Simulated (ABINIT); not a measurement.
**MgS (F-43m): G0W0 in ABINIT against the bands in the self-energy**

Wanted: the cheapest bands in the self-energy that holds the gap of MgS (F-43m).

Calculated with ABINIT 10.8.3; LDA and many-body steps on it, plane waves.

This is a report of a sequence of runs, with most program output left out.

## 1. The structure

Symmetry: F-43m, No. 216, cubic system. Conventional cell: a = 5.666 Å, b = 5.666 Å, c = 5.666 Å, α = 90.00°, β = 90.00°, γ = 90.00°. Nearest to Mg lie 4 S at 2.45 Å. Nearest to S lie 4 Mg at 2.45 Å. Farther neighbours and most contacts between anions are not listed.

Structure file:

```cif
data_structure
_symmetry_space_group_name_H-M 'P 1'
_symmetry_Int_Tables_number 1
_cell_length_a 4.0066
_cell_length_b 4.0066
_cell_length_c 4.0066
_cell_angle_alpha 60.000
_cell_angle_beta 60.000
_cell_angle_gamma 60.000
_cell_volume 45.48
loop_
_atom_site_label
_atom_site_type_symbol
_atom_site_fract_x
_atom_site_fract_y
_atom_site_fract_z
_atom_site_occupancy
Mg1 Mg 0.00000 0.00000 0.00000 1
S2 S 0.75000 0.75000 0.75000 1
```

The cell and positions are those that the Materials Project relaxed with its own functionals (PBE, PBE+U or r2SCAN), kept fixed. This is not the form that MgS usually takes at ambient conditions.

## 2. Screening, 4×4×4 mesh, 81 bands, screening to 176.9 eV

This step: ABINIT 10.8.3; RPA screening on LDA, plane waves, norm-conserving pseudopotentials.

The RPA dielectric matrix is built and inverted for each q.

run.abi reads:

```
acell 3*1.0 Angstrom
rprim 
  -0.000000000000 2.833120046800 2.833120046800
  2.833120046800 -0.000000000000 2.833120046800
  2.833120046800 2.833120046800 -0.000000000000
ntypat 2
znucl 12 16
natom 2
typat 1 2
xred 
  0.000000000000 0.000000000000 0.000000000000
  0.750000000000 0.750000000000 0.750000000000
pp_dirpath "pseudos"
pseudos "Mg.upf, S.upf"
ecut 38
ngkpt 4 4 4
nshiftk 1
shiftk 0 0 0
kptopt 1
chksymbreak 0
istwfk *1
occopt 1
irdwfk 1
optdriver 3
nband 81
ecuteps 6.5
inclvkb 2
awtr 1
symchi 1
indata_prefix "in"
outdata_prefix "out"
tmpdata_prefix "tmp"
```

Launch:

```sh
$ OMP_NUM_THREADS=1 mpirun -n 4 abinit run.abi > log
```

Wall time 15 s (4 MPI ranks of Arm Neoverse V2, shared host); peak memory 0.73 GiB; 59 s of CPU time.

Numbers from this step:

| Quantity | Value |
| --- | --- |
| ε∞ with local fields, on this mesh, along the program's q direction | 4.410 |
| the same without local fields | 5.184 |
| plasma frequency | 22.02 eV |
| plane waves in the screening matrix | 259 |

Local fields lower ε∞ by 15 %. On a Γ-centred mesh this coarse the value itself is usually too large, while a short band sum pulls it down.

## 3. 16 bands

This step: G0W0 on LDA, plane waves, norm-conserving pseudopotentials.

run.abi, as its differences from that of step 2:

```diff
@@ -23,8 +23,15 @@
 irdwfk 1
-optdriver 3
-nband 81
+optdriver 4
+nband 16
+gwcalctyp 0
+ecutsigx 38
+symsigma 1
+nkptgw 1
+kptgw 
+  0.0000000000 0.0000000000 0.0000000000
+bdgw 
+  6 12
 ecuteps 6.5
-inclvkb 2
-awtr 1
-symchi 1
+irdscr 1
+ppmodel 1
 indata_prefix "in"
```

It took 2.5 s on 4 MPI ranks; peak memory 0.19 GiB.

This step gave:

```
G0W0 gap on the points computed              : 4.773 eV
starting gap on the mesh                     : 3.165 eV
k of the valence top                         : 0, 0, 0
k of the conduction bottom                   : 0, 0, 0
Z at the valence top                         : 0.792
Z at the conduction bottom                   : 0.828
least direct G0W0 gap on the computed points : 4.773 eV
```

## 4. 26 bands

The self-energy is evaluated for the states that the input lists, and the levels follow from it, in one-shot runs by the linearised quasiparticle equation.

run.abi, as its differences from that of step 3:

```diff
@@ -24,3 +24,3 @@
 optdriver 4
-nband 16
+nband 26
 gwcalctyp 0
```

The job ended after 3.1 s (4 MPI ranks; peak memory 0.58 GiB; 12 s of CPU time).

Numbers from this step:

```
G0W0 gap on the points computed              : 4.859 eV
starting gap on the mesh                     : 3.165 eV
k of the valence top                         : 0, 0, 0
k of the conduction bottom                   : 0, 0, 0
Z at the valence top                         : 0.783
Z at the conduction bottom                   : 0.82
least direct G0W0 gap on the computed points : 4.859 eV
```

The gap on the mesh goes from 3.17 eV to 4.86 eV, a correction of +1.69 eV.

## 5. 51 bands

run.abi, as its differences from that of step 4:

```diff
@@ -24,3 +24,3 @@
 optdriver 4
-nband 26
+nband 51
 gwcalctyp 0
```

The job ended after 4.1 s (4 MPI ranks; peak memory 0.59 GiB).

Numbers from this step:

```yaml
g0w0_gap_on_the_points_computed: 4.950 eV
starting_gap_on_the_mesh: 3.165 eV
k_of_the_valence_top: 0, 0, 0
k_of_the_conduction_bottom: 0, 0, 0
least_direct_g0w0_gap_on_the_computed_points: 4.950 eV
```

Against the run before, the gap moves by +0.091 eV.

## 6. 81 bands

run.abi, as its differences from that of step 5:

```diff
@@ -24,3 +24,3 @@
 optdriver 4
-nband 51
+nband 81
 gwcalctyp 0
```

Elapsed: 5.1 s, on 4 MPI ranks; peak memory 0.62 GiB.

This step gave:

* G0W0 gap on the points computed: 4.999 eV
* starting gap on the mesh: 3.165 eV
* k of the valence top: 0, 0, 0
* k of the conduction bottom: 0, 0, 0
* least direct G0W0 gap on the computed points: 4.999 eV

Against the run before, the gap moves by +0.049 eV.

## 7. Side by side

Times are wall times on 4 MPI ranks of Arm Neoverse V2, shared host, good to a factor of about two. A run's time includes the screening step that it read.

```
     run   mesh  bands  screening cutoff (eV)  DFT gap (eV)  gap on the mesh (eV)  direct (eV)  ε∞ used  time
16 bands  4×4×4     16                  176.9         3.165                 4.773        4.773     4.41  17 s
26 bands  4×4×4     26                  176.9         3.165                 4.859        4.859     4.41  18 s
51 bands  4×4×4     51                  176.9         3.165                 4.950        4.950     4.41  19 s
81 bands  4×4×4     81                  176.9         3.165                 4.999        4.999     4.41  20 s
```

## 8. Summary of results

- 16 bands: 4.773 eV
- 26 bands: 4.859 eV
- 51 bands: 4.950 eV
- 81 bands: 4.999 eV
- known limits: not at the basis limit; coarse k mesh

What this shows: The setting moved: bands in the self-energy. From 16 bands to 81 bands the gap moves by +0.23 eV. The last step still moves it by +0.049 eV. Bands and screening cutoff are coupled, so a series along one setting does not show full convergence. Bands and cutoff are finite, so the gap is not at the basis limit. The miss can reach some tenths of an eV and take either sign; the mesh is an error of its own. In the G0W0 runs levels were corrected at 1 k point alone, so a gap called «on the mesh» is the least over those, and an edge elsewhere would be missed. The 4×4×4 mesh is coarse for this cell, which bears on the long-range parts of exchange and screening.

[Paths, hosts, dates, memory and timing lines, banners, echoed tables and standing remarks are left out of the program output.]

[Logs are printed without paths, hosts, clocks, repeated set-up lines and the standing remarks that a program may print on its own settings, such as how far it seeks lower states.]

[Runs of the session that timed out or met a known fault of the program may be left out.]

[Hosts, paths, dates, database ids (printed as entryN), source tags and the programs' standing remarks are cut or masked in the printed files.]

[G0W0 gaps are taken among the corrected bands and points alone; a level outside them can change the order at an edge.]

[Where Ansatz stands beside ABINIT at settings called matched, ABINIT's density can come from a denser mesh and the files from another edition; pairs whose starting gaps differed by over 0.03 eV were left out, so agreement reads better than it is.]
